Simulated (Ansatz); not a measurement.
# Tl chain started as a strip of triangles: one chain at several levels of theory

Wanted: the relaxed geometry and the open channels of the Tl chain started as a strip of triangles, by several methods.

Method: DFT PBE, plane waves, PAW; relaxation of a chain's period, in the first sound run; inputs show where later runs differ, in Ansatz 0.2.0.

This is a report of a sequence of runs, with most program output left out.

## 1. The structure

The cell holds 2 atoms: 2 Tl. Its edges and angles: a = 9.000 Å, b = 7.500 Å, c = 2.838 Å, α = 90.0°, β = 90.0°, γ = 90.0°. Vacuum lies along a and b. The structure's axis is c.

## 2. Relaxing the period, level PBE, cutoff 420 eV

Band widths follow the bond lengths, so the chain is relaxed first. The atoms and the third cell vector are free; the box across stays fixed as vacuum. Moments are seeded so that a magnetic state can form if it lies lower. A Fermi-Dirac smearing is set since the result may be a metal. The pressure printed is a third of the stress's trace over the whole box, vacuum included; only the stress along the axis is relaxed.

Contents of input.yaml:

```yaml
crystal:
  lattice:
    - [9.0, 0.0, 0.0]
    - [0.0, 7.5, 0.0]
    - [0.0, 0.0, 2.83765]
  atoms:
    - { symbol: Tl, position: [0.365311111, 0.5, 0.0], spin: 0.5 }
    - { symbol: Tl, position: [0.634688889, 0.5, 0.5], spin: 0.5 }
magnetization:
  spin_polarized: true
kpoints:
  mp_grid: { grid: [1, 1, 29] }
scf:
  occupations: { method: fermi_dirac, width: 0.05 }
hamiltonian:
  xc: pbe
relax:
  cell: { fix: [a, b, alpha, beta, gamma] }
  max_steps: 60
```

Launch:

```
> ansatz run input.yaml --threads 4 --pin off --max-ram 8192MiB --backend cpu --events-out ev --progress --plain --runs-dir out
```

It took 30 s on 4 threads of AMD EPYC 7R43, shared host; peak memory 0.55 GiB; 64 s of CPU time.

Step by step:

| step | energy less that of the first step (eV) | largest force component (eV/Å) | pressure (GPa) | volume (Å³) |
| --- | --- | --- | --- | --- |
| 1 | 0.0000 | 2.5724 | 3.41 | 191.54 |
| 2 | -0.6462 | 0.6090 | 1.18 | 194.96 |
| 3 | -0.7424 | 0.3000 | 0.49 | 199.10 |
| 4 | -0.7829 | 0.1196 | 0.06 | 202.99 |
| 5 | -0.7933 | 0.0163 | -0.19 | 205.70 |
| 6 | -0.7936 | 0.0004 | -0.21 | 206.36 |
| 7* | -0.7945 | 0.0004 | -0.21 | 206.36 |

Relaxation steps marked * repeat the geometry before them on a plane-wave basis chosen anew for their cell, so energy and pressure can jump there.

Forces are held to the 8 operations that the run works with; a distortion that breaks them can't arise in this run.

| cell as run | before | after | change |
| --- | --- | --- | --- |
| c (Å) | 2.838 | 3.057 | +7.7 % |

The atoms that moved most (Å, along periodic axes as changes of fractional coordinates times the final cell, across vacuum about the mean position):

| atom | dx | dy | dz | length |
| --- | --- | --- | --- | --- |
| Tl1 | -0.369 | 0.000 | 0.000 | 0.369 |
| Tl2 | 0.369 | 0.000 | 0.000 | 0.369 |

The relaxed structure:

```cif
data_structure
_symmetry_space_group_name_H-M 'P 1'
_symmetry_Int_Tables_number 1
_cell_length_a 9.0000
_cell_length_b 7.5000
_cell_length_c 3.0572
_cell_angle_alpha 90.000
_cell_angle_beta 90.000
_cell_angle_gamma 90.000
_cell_volume 206.36
loop_
_atom_site_label
_atom_site_type_symbol
_atom_site_fract_x
_atom_site_fract_y
_atom_site_fract_z
_atom_site_occupancy
Tl1 Tl 0.32428 0.50000 0.00000 1
Tl2 Tl 0.67572 0.50000 0.50000 1
```

This step gave:

```yaml
energy_at_zero_smearing: -22887.2402 eV
cell_length_along_the_wire: 3.057 Å
```

The cell's length comes to 3.057 Å with no moment.

## 3. The perfect wire, level PBE, cutoff 420 eV

This step: DFT PBE, plane waves, PAW; channels and complex bands of a perfect chain (Ansatz 0.2.0).

At the relaxed period the Bloch states of the perfect chain are found at each energy: those that move forward count the open channels, and those that decay describe how a disturbance dies away inside the wire itself. An energy step of 0.035 eV is under the 0.039 eV that the program asks for its thermal average at 300 K.

Contents of input.yaml:

```yaml
crystal:
  lattice:
    - [9.0, 0.0, 0.0]
    - [0.0, 7.5, 0.0]
    - [0.0, 0.0, 3.0572160622]
  atoms:
    - { symbol: Tl, position: [0.324278319, 0.5, 0.0] }
    - { symbol: Tl, position: [0.675721681, 0.5, 0.5] }
kpoints:
  mp_grid: { grid: [1, 1, 27] }
  band_path: { path: ["Γ", Z], npoints: 60 }
scf:
  occupations: { method: fermi_dirac, width: 0.05 }
hamiltonian:
  xc: pbe
output:
  transmission:
    e_range: [-2, 2]
    de: 0.035
    kmesh: [1, 1]
    reduced_basis: true
    leads: [[0, 0]]
  dos: { projected: true, e_range: [-6, 4] }
  write_potential: true
  write_density: true
  volumetric_format: npy
  elf: true
```

It took 69 s on 4 threads; peak memory 0.73 GiB; 2.4 min of CPU time.

This step gave:

```
energy at zero smearing                                  : -22887.2423 eV
channels at the energy nearest the Fermi level, one spin : 4
conductance of the lead as this run defines it           : 4.000 G₀
band gap                                                 : 0 eV
```

The open channels of the lead, one spin by energy, zero at the Fermi level:

| energy (eV) | open channels of the lead, one spin |
| --- | --- |
| -0.985 | 0 |
| -0.810 | 3 |
| -0.600 | 3 |
| -0.390 | 3 |
| -0.215 | 4 |
| -0.005 | 4 |
| 0.205 | 4 |
| 0.415 | 4 |
| 0.590 | 4 |
| 0.800 | 4 |
| 1.010 | 4 |
| 1.185 | 5 |
| 1.395 | 3 |
| 1.605 | 3 |
| 1.815 | 3 |

The slowest values at each energy, most degenerate partners merged, listed up to 1.5 1/Å. Im kz of the slowest decaying states against energy, zero at the Fermi level:

| energy (eV) | decay 1 (Å⁻¹) | decay 2 (Å⁻¹) | decay 3 (Å⁻¹) | decay 4 (Å⁻¹) |
| --- | --- | --- | --- | --- |
| -2.000 | 0.126 | 0.468 | 0.560 | 0.733 |
| -1.790 | 0.119 | 0.426 | 0.526 | 0.712 |
| -1.615 | 0.111 | 0.387 | 0.494 | 0.694 |
| -1.405 | 0.0962 | 0.333 | 0.453 | 0.671 |
| -1.195 | 0.0744 | 0.265 | 0.407 | 0.646 |
| -0.985 | 0.0340 | 0.172 | 0.353 | 0.620 |
| -0.810 | 0.299 | 0.596 | 0.860 | 0.971 |
| -0.600 | 0.216 | 0.565 | 0.845 | 0.941 |
| -0.390 | 0.052 | 0.532 | 0.829 | 0.910 |
| -0.215 | 0.502 | 0.815 | 0.883 | 1.06 |
| -0.005 | 0.462 | 0.797 | 0.850 | 1.04 |
| 0.205 | 0.417 | 0.778 | 0.815 | 1.02 |
| 0.415 | 0.365 | 0.757 | 0.779 | 0.993 |
| 0.590 | 0.314 | 0.740 | 0.748 | 0.973 |
| 0.800 | 0.237 | 0.708 | 0.717 | 0.947 |
| 1.010 | 0.112 | 0.666 | 0.693 | 0.921 |
| 1.185 | 0.629 | 0.671 | 0.898 | 0.947 |
| 1.395 | 0.00902 | 0.582 | 0.643 | 0.870 |
| 1.605 | 0.0431 | 0.530 | 0.613 | 0.841 |
| 1.815 | 0.0474 | 0.473 | 0.581 | 0.810 |

Electronic bands along the path, in eV, zero at the Fermi level:

| point | band 11 | band 12 | band 13 | band 14 | band 15 | band 16 | band 17 |
| --- | --- | --- | --- | --- | --- | --- | --- |
| Γ | -7.91 | -6.42 | -0.84 | -0.38 | 1.07 | 2.64 | 3.37 |
| halfway | -6.88 | -5.47 | 0.40 | 0.80 | 2.22 | 3.33 | 3.59 |
| Z | -3.74 | -3.74 | -0.79 | -0.79 | 3.42 | 3.42 | 3.61 |

ELF in the ca plane at fractional y = 0.500, with atoms of Tl within 0.2 Å of it. It is the smooth field of the valence electrons, not physical close to the nuclei.

Ten even steps from '0' (0.01) to '9' (0.41), each cell a mean:
```
1111222222222111
2223334444433322
3345677777776543
4567899999998765
5678999999999876
6788999888999887
6779974111479977
6679940000049976
6679973111379976
5667899888998766
4456677888776654
5444455555554444
7666554444455666
9998776555677899
4469987656789964
0015997666799510
0015997767799510
5579988767889975
9999988666889999
9999987555789999
8888765444567888
6655443333344556
3322222222222223
1111111111111111
```
Columns run along c (3.1 Å), rows up along a (9.0 Å). Atoms in or near the plane, at fractional coordinates: Tl at (0.00, 0.32), Tl at (0.50, 0.68).

Electrostatic potential energy in the ca plane at fractional y = 0.500, with atoms of Tl within 0.2 Å of it. With pseudopotentials it is smooth inside the atoms' cores, unlike the true potential.

Ten even steps from '_' (-47 eV) to '@' (4 eV), each cell a mean:
```
@@@@@@@@@@@@@@@@@@@@@@@@@@@@@@@@
@@@@@@@@@@@@@@@@@@@@@@@@@@@@@@@@
@@@@@@@@@@@@@@@@@@@@@@@@@@@@@@@@
@@@@@@@@@@@@@@@@@@@@@@@@@@@@@@@@
@@@@@@@@%%%%%%######%%%%%%@@@@@@
@@@@@@%%##++--::::::--++##%%@@@@
@@%%%%**--..__________..--**%%%%
@@%%%%++..______..______..++%%%%
@@%%%%**--______________--**%%%%
@@@@%%%%##++--::::::--++##%%%%@@
@@@@@@@@%%%%##########%%%%@@@@@@
@@@@@@@@@@@@@@@@@@@@@@@@@@@@@@@@
%%%%%%@@@@@@@@@@@@@@@@@@@@@@%%%%
==++++##%%%%@@@@@@@@@@%%%%##++++
______::++##%%@@@@@@%%##++::____
..______::++%%%%@@%%%%++::______
________::**%%%%@@%%%%**::______
____..--++##%%@@@@@@%%##++--..__
++++**##%%%%@@@@@@@@@@%%%%##**++
%%%%@@@@@@@@@@@@@@@@@@@@@@@@@@%%
@@@@@@@@@@@@@@@@@@@@@@@@@@@@@@@@
@@@@@@@@@@@@@@@@@@@@@@@@@@@@@@@@
@@@@@@@@@@@@@@@@@@@@@@@@@@@@@@@@
@@@@@@@@@@@@@@@@@@@@@@@@@@@@@@@@
```
Columns run along c (3.1 Å; values clipped at the 3rd and 97th percentile), rows up along a (9.0 Å). Atoms in or near the plane, at fractional coordinates: Tl at (0.00, 0.32), Tl at (0.50, 0.68).

Valence density in the ca plane at fractional y = 0.500, with atoms of Tl within 0.2 Å of it. It is the smooth field of the valence electrons, not physical close to the nuclei.

Values in e/Å³, 24 rows by 16 columns, each cell a mean:
```
0.0 0.0 0.0 0.0 0.0 0.0 0.0 0.0 0.0 0.0 0.0 0.0 0.0 0.0 0.0 0.0
0.0 0.0 0.0 0.0 0.0 0.0 0.0 0.0 0.0 0.0 0.0 0.0 0.0 0.0 0.0 0.0
0.0 0.0 0.0 0.0 0.0 0.0 0.0 0.0 0.0 0.0 0.0 0.0 0.0 0.0 0.0 0.0
0.0 0.0 0.0 0.1 0.1 0.1 0.1 0.1 0.1 0.1 0.1 0.1 0.1 0.1 0.0 0.0
0.1 0.1 0.1 0.1 0.2 0.3 0.4 0.4 0.5 0.4 0.4 0.3 0.2 0.1 0.1 0.1
0.1 0.1 0.2 0.3 0.5 0.9 1.3 1.7 1.9 1.7 1.3 0.9 0.5 0.3 0.2 0.1
0.2 0.2 0.3 0.6 1.2 2.2 3.5 4.8 5.4 4.8 3.5 2.2 1.2 0.6 0.3 0.2
0.2 0.3 0.4 0.8 1.7 3.2 5.3 7.6 8.7 7.6 5.3 3.2 1.7 0.8 0.4 0.3
0.2 0.2 0.3 0.6 1.2 2.3 3.6 5.0 5.6 5.0 3.6 2.3 1.2 0.6 0.3 0.2
0.1 0.2 0.2 0.3 0.5 0.9 1.4 1.8 1.9 1.8 1.4 0.9 0.5 0.3 0.2 0.2
0.1 0.1 0.1 0.2 0.2 0.3 0.4 0.5 0.5 0.5 0.4 0.3 0.2 0.2 0.1 0.1
0.1 0.1 0.1 0.1 0.1 0.1 0.1 0.1 0.1 0.1 0.1 0.1 0.1 0.1 0.1 0.1
0.3 0.3 0.2 0.2 0.1 0.1 0.1 0.1 0.1 0.1 0.1 0.1 0.1 0.2 0.2 0.3
1.0 1.0 0.8 0.5 0.3 0.2 0.2 0.1 0.1 0.1 0.2 0.2 0.3 0.5 0.8 1.0
3.6 3.3 2.5 1.6 0.9 0.5 0.3 0.2 0.2 0.2 0.3 0.5 0.9 1.6 2.5 3.3
7.9 6.9 4.9 2.9 1.5 0.8 0.4 0.3 0.2 0.3 0.4 0.8 1.5 2.9 4.9 6.9
7.5 6.6 4.7 2.8 1.5 0.7 0.4 0.2 0.2 0.2 0.4 0.7 1.5 2.8 4.7 6.6
3.3 3.0 2.2 1.4 0.8 0.4 0.3 0.2 0.2 0.2 0.3 0.4 0.8 1.4 2.2 3.0
0.9 0.8 0.7 0.5 0.3 0.2 0.1 0.1 0.1 0.1 0.1 0.2 0.3 0.5 0.7 0.8
0.2 0.2 0.2 0.1 0.1 0.1 0.1 0.1 0.0 0.1 0.1 0.1 0.1 0.1 0.2 0.2
0.1 0.1 0.1 0.0 0.0 0.0 0.0 0.0 0.0 0.0 0.0 0.0 0.0 0.0 0.1 0.1
0.0 0.0 0.0 0.0 0.0 0.0 0.0 0.0 0.0 0.0 0.0 0.0 0.0 0.0 0.0 0.0
0.0 0.0 0.0 0.0 0.0 0.0 0.0 0.0 0.0 0.0 0.0 0.0 0.0 0.0 0.0 0.0
0.0 0.0 0.0 0.0 0.0 0.0 0.0 0.0 0.0 0.0 0.0 0.0 0.0 0.0 0.0 0.0
```
Columns run along c (3.1 Å), rows up along a (9.0 Å). Atoms in or near the plane, at fractional coordinates: Tl at (0.00, 0.32), Tl at (0.50, 0.68).

By hand: the program gives 4.5915 × 10^14 S/m² over the cell's cross-section of 67.50 Å² = 6.750 × 10^-19 m², so one cell conducts 3.099 × 10^-4 S. Divided by G0 = 2e²/h = 7.748 × 10^-5 S this is 4.00 G0, a resistance of 3.23 kΩ.

At the computed energy nearest the Fermi level there are 4 channels a spin, and the thermal average gives 4.00 G₀.

## 4. The relaxed wire, cutoff 500 eV

This step: DFT r2SCAN, plane waves, PAW; relaxation of a chain's period (Ansatz 0.2.0).

The relaxation is repeated under another functional. r2SCAN also reads the kinetic-energy density; it often gives larger moments and wider gaps than PBE, at a higher cost. Against the first PBE run of this kind, the cutoff is 500 eV against 420.

Contents of input.yaml:

```yaml
crystal:
  lattice:
    - [9.0, 0.0, 0.0]
    - [0.0, 7.5, 0.0]
    - [0.0, 0.0, 2.83765]
  atoms:
    - { symbol: Tl, position: [0.365311111, 0.5, 0.0], spin: 0.5 }
    - { symbol: Tl, position: [0.634688889, 0.5, 0.5], spin: 0.5 }
magnetization:
  spin_polarized: true
kpoints:
  mp_grid: { grid: [1, 1, 29] }
scf:
  occupations: { method: fermi_dirac, width: 0.05 }
hamiltonian:
  xc: r2scan
relax:
  cell: { fix: [a, b, alpha, beta, gamma] }
  max_steps: 60
```

Run time: 97 s. Hardware: 4 threads; peak memory 1 GiB; 4 min of CPU time.

Step by step:

| step | energy less that of the first step (eV) | largest force component (eV/Å) | pressure (GPa) | volume (Å³) |
| --- | --- | --- | --- | --- |
| 1 | 0.0000 | 2.3850 | 2.94 | 191.54 |
| 2 | -0.5644 | 0.4836 | 0.83 | 194.52 |
| 3 | -0.6217 | 0.2309 | 0.28 | 197.56 |
| 4 | -0.6442 | 0.0213 | -0.20 | 200.56 |
| 5 | -0.6446 | 0.0089 | -0.23 | 201.43 |
| 6 | -0.6446 | 0.0010 | -0.22 | 201.19 |
| 7* | -0.6448 | 0.0009 | -0.22 | 201.19 |

Relaxation steps marked * repeat the geometry before them on a plane-wave basis chosen anew for their cell, so energy and pressure can jump there.

The run keeps the 8 symmetry operations that it works with, so distortions that break them were not tested.

| cell as run | before | after | change |
| --- | --- | --- | --- |
| c (Å) | 2.838 | 2.981 | +5.0 % |

The atoms that moved most (Å, along periodic axes as changes of fractional coordinates times the final cell, across vacuum about the mean position):

| atom | dx | dy | dz | length |
| --- | --- | --- | --- | --- |
| Tl1 | -0.312 | 0.000 | 0.000 | 0.312 |
| Tl2 | 0.312 | 0.000 | 0.000 | 0.312 |

The relaxed structure:

```xyz
2
Lattice="9.0000 0.0000 0.0000 0.0000 7.5000 0.0000 0.0000 0.0000 2.9805" Properties=species:S:1:pos:R:3
Tl    2.9758    3.7500    0.0000
Tl    6.0242    3.7500    1.4903
```

The cell's length comes to 2.981 Å, -2.5 % against the first run, with no moment.

The cell grew by 5.0 % in its periodic edges. From the first step to the last the energy fell by 0.645 eV, across changes of basis, and the largest move was 0.31 Å (Tl1 and 1 other atom alike).

## 5. The wire at its relaxed period, level r2SCAN, cutoff 500 eV

This step: DFT r2SCAN, plane waves, PAW; channels and complex bands of a perfect chain (Ansatz 0.2.0).

The channels are counted again under r2SCAN, at the period that it gave. Its window is narrower, to save time.

Contents of input.yaml:

```yaml
crystal:
  lattice:
    - [9.0, 0.0, 0.0]
    - [0.0, 7.5, 0.0]
    - [0.0, 0.0, 2.9805426552]
  atoms:
    - { symbol: Tl, position: [0.330648865, 0.5, 0.0] }
    - { symbol: Tl, position: [0.669351135, 0.5, 0.5] }
kpoints:
  mp_grid: { grid: [1, 1, 27] }
  band_path: { path: ["Γ", Z], npoints: 60 }
scf:
  occupations: { method: fermi_dirac, width: 0.05 }
hamiltonian:
  xc: r2scan
output:
  transmission:
    e_range: [-0.7, 0.7]
    de: 0.035
    kmesh: [1, 1]
    reduced_basis: true
    leads: [[0, 0]]
  dos: { projected: true, e_range: [-6, 4] }
```

The job ended after 49 s (4 threads; peak memory 1.1 GiB).

At the computed energy nearest the Fermi level there are 4 channels a spin, and the thermal average gives 4.00 G₀.

## 6. Relaxing the period

This step: DFT LDA, plane waves, PAW; relaxation of a chain's period (Ansatz 0.2.0).

The relaxation is repeated under another functional. LDA has no gradient terms and tends to overbind, so it marks the short end of the likely bond lengths.

Contents of input.yaml:

```yaml
crystal:
  lattice:
    - [9.0, 0.0, 0.0]
    - [0.0, 7.5, 0.0]
    - [0.0, 0.0, 2.83765]
  atoms:
    - { symbol: Tl, position: [0.365311111, 0.5, 0.0], spin: 0.5 }
    - { symbol: Tl, position: [0.634688889, 0.5, 0.5], spin: 0.5 }
magnetization:
  spin_polarized: true
kpoints:
  mp_grid: { grid: [1, 1, 29] }
scf:
  occupations: { method: fermi_dirac, width: 0.05 }
hamiltonian:
  xc: lda
relax:
  cell: { fix: [a, b, alpha, beta, gamma] }
  max_steps: 60
```

The job ended after 12 s (4 threads; peak memory 0.52 GiB).

Step by step:

| step | energy less that of the first step (eV) | largest force component (eV/Å) | pressure (GPa) | volume (Å³) |
| --- | --- | --- | --- | --- |
| 1 | 0.0000 | 1.9777 | 2.25 | 191.54 |
| 2 | -0.4138 | 0.2496 | 0.25 | 194.10 |
| 3 | -0.4260 | 0.1112 | 0.02 | 195.02 |
| 4 | -0.4297 | 0.0058 | -0.18 | 195.92 |
| 5* | -0.4300 | 0.0059 | -0.19 | 195.92 |

Relaxation steps marked * repeat the geometry before them on a plane-wave basis chosen anew for their cell, so energy and pressure can jump there.

The run keeps the 8 symmetry operations that it works with, so distortions that break them were not tested.

| cell as run | before | after | change |
| --- | --- | --- | --- |
| c (Å) | 2.838 | 2.903 | +2.3 % |

The atoms that moved most (Å, along periodic axes as changes of fractional coordinates times the final cell, across vacuum about the mean position):

| atom | dx | dy | dz | length |
| --- | --- | --- | --- | --- |
| Tl1 | -0.250 | 0.000 | 0.000 | 0.250 |
| Tl2 | 0.250 | 0.000 | 0.000 | 0.250 |

The relaxed structure:

```xyz
2
Lattice="9.0000 0.0000 0.0000 0.0000 7.5000 0.0000 0.0000 0.0000 2.9025" Properties=species:S:1:pos:R:3
Tl    3.0381    3.7500    0.0000
Tl    5.9619    3.7500    1.4513
```

The cell's length comes to 2.903 Å, -5.1 % against the first run, with no moment.

The cell grew by 2.3 % in its periodic edges. From the first step to the last the energy fell by 0.430 eV, across changes of basis, and the largest move was 0.25 Å (Tl1 and 1 other atom alike).

## 7. The perfect wire, level LDA, cutoff 420 eV

This step: DFT LDA, plane waves, PAW; channels and complex bands of a perfect chain (Ansatz 0.2.0).

The channels are counted again under LDA, at the period that it gave.

Contents of input.yaml:

```yaml
crystal:
  lattice:
    - [9.0, 0.0, 0.0]
    - [0.0, 7.5, 0.0]
    - [0.0, 0.0, 2.9025183472]
  atoms:
    - { symbol: Tl, position: [0.33756485, 0.5, 0.0] }
    - { symbol: Tl, position: [0.66243515, 0.5, 0.5] }
kpoints:
  mp_grid: { grid: [1, 1, 28] }
  band_path: { path: ["Γ", Z], npoints: 60 }
scf:
  occupations: { method: fermi_dirac, width: 0.05 }
hamiltonian:
  xc: lda
output:
  transmission:
    e_range: [-2, 2]
    de: 0.035
    kmesh: [1, 1]
    reduced_basis: true
    leads: [[0, 0]]
  dos: { projected: true, e_range: [-6, 4] }
```

The job ended after 33 s (4 threads; peak memory 0.74 GiB; 95 s of CPU time).

Table of open channels of the lead, one spin by energy, zero at the Fermi level:

| energy (eV) | open channels of the lead, one spin |
| --- | --- |
| -2.00 | 0 |
| -1.90 | 0 |
| -1.79 | 0 |
| -1.69 | 0 |
| -1.58 | 0 |
| -1.48 | 0 |
| -1.37 | 0 |
| -1.23 | 0 |
| -1.12 | 0 |
| -1.02 | 2 |
| -0.92 | 3 |
| -0.81 | 3 |
| -0.70 | 3 |
| -0.60 | 4 |
| -0.49 | 4 |
| -0.39 | 4 |
| -0.28 | 4 |
| -0.18 | 4 |
| -0.07 | 4 |
| -0.01 | 4 |
| 0.07 | 4 |
| 0.17 | 4 |
| 0.28 | 4 |
| 0.38 | 4 |
| 0.48 | 4 |
| 0.59 | 4 |
| 0.69 | 4 |
| 0.80 | 4 |
| 0.91 | 4 |
| 1.01 | 4 |
| 1.11 | 4 |
| 1.22 | 5 |
| 1.36 | 5 |
| 1.47 | 5 |
| 1.57 | 5 |
| 1.68 | 5 |
| 1.78 | 5 |
| 1.89 | 3 |
| 1.99 | 3 |

At the computed energy nearest the Fermi level there are 4 channels a spin, and the thermal average gives 4.00 G₀.

## 8. Relaxing the period

This step: DFT PBEsol, plane waves, PAW; relaxation of a chain's period (Ansatz 0.2.0).

The relaxation is repeated under another functional. PBEsol weakens PBE's gradient terms and usually lands between LDA and PBE.

Contents of input.yaml:

```yaml
crystal:
  lattice:
    - [9.0, 0.0, 0.0]
    - [0.0, 7.5, 0.0]
    - [0.0, 0.0, 2.83765]
  atoms:
    - { symbol: Tl, position: [0.365311111, 0.5, 0.0], spin: 0.5 }
    - { symbol: Tl, position: [0.634688889, 0.5, 0.5], spin: 0.5 }
magnetization:
  spin_polarized: true
kpoints:
  mp_grid: { grid: [1, 1, 29] }
scf:
  occupations: { method: fermi_dirac, width: 0.05 }
hamiltonian:
  xc: pbesol
relax:
  cell: { fix: [a, b, alpha, beta, gamma] }
  max_steps: 60
```

Run time: 16 s. Hardware: 4 threads; peak memory 0.55 GiB; 46 s of CPU time.

The steps of the relaxation:

| step | energy less that of the first step (eV) | largest force component (eV/Å) | pressure (GPa) | volume (Å³) |
| --- | --- | --- | --- | --- |
| 1 | 0.0000 | 2.1975 | 2.71 | 191.54 |
| 2 | -0.5030 | 0.3817 | 0.59 | 194.60 |
| 3 | -0.5368 | 0.1796 | 0.19 | 196.73 |
| 4 | -0.5495 | 0.0185 | -0.18 | 198.89 |
| 5 | -0.5497 | 0.0040 | -0.19 | 199.40 |
| 6* | -0.5502 | 0.0040 | -0.20 | 199.40 |

Relaxation steps marked * repeat the geometry before them on a plane-wave basis chosen anew for their cell, so energy and pressure can jump there.

Forces are held to the 8 operations that the run works with; a distortion that breaks them can't arise in this run.

| cell as run | before | after | change |
| --- | --- | --- | --- |
| c (Å) | 2.838 | 2.954 | +4.1 % |

The atoms that moved most (Å, along periodic axes as changes of fractional coordinates times the final cell, across vacuum about the mean position):

| atom | dx | dy | dz | length |
| --- | --- | --- | --- | --- |
| Tl1 | -0.283 | 0.000 | 0.000 | 0.283 |
| Tl2 | 0.283 | 0.000 | 0.000 | 0.283 |

The relaxed structure:

```xyz
2
Lattice="9.0000 0.0000 0.0000 0.0000 7.5000 0.0000 0.0000 0.0000 2.9541" Properties=species:S:1:pos:R:3
Tl    3.0048    3.7500    0.0000
Tl    5.9952    3.7500    1.4770
```

The cell's length comes to 2.954 Å, -3.4 % against the first run, with no moment.

[end of part 1 of 2]

[Logs are printed without paths, hosts, clocks, repeated set-up lines and the standing remarks that a program may print on its own settings, such as how far it seeks lower states.]

[Hosts, paths, dates, database ids (printed as entryN), source tags and the programs' standing remarks are cut or masked in the printed files.]
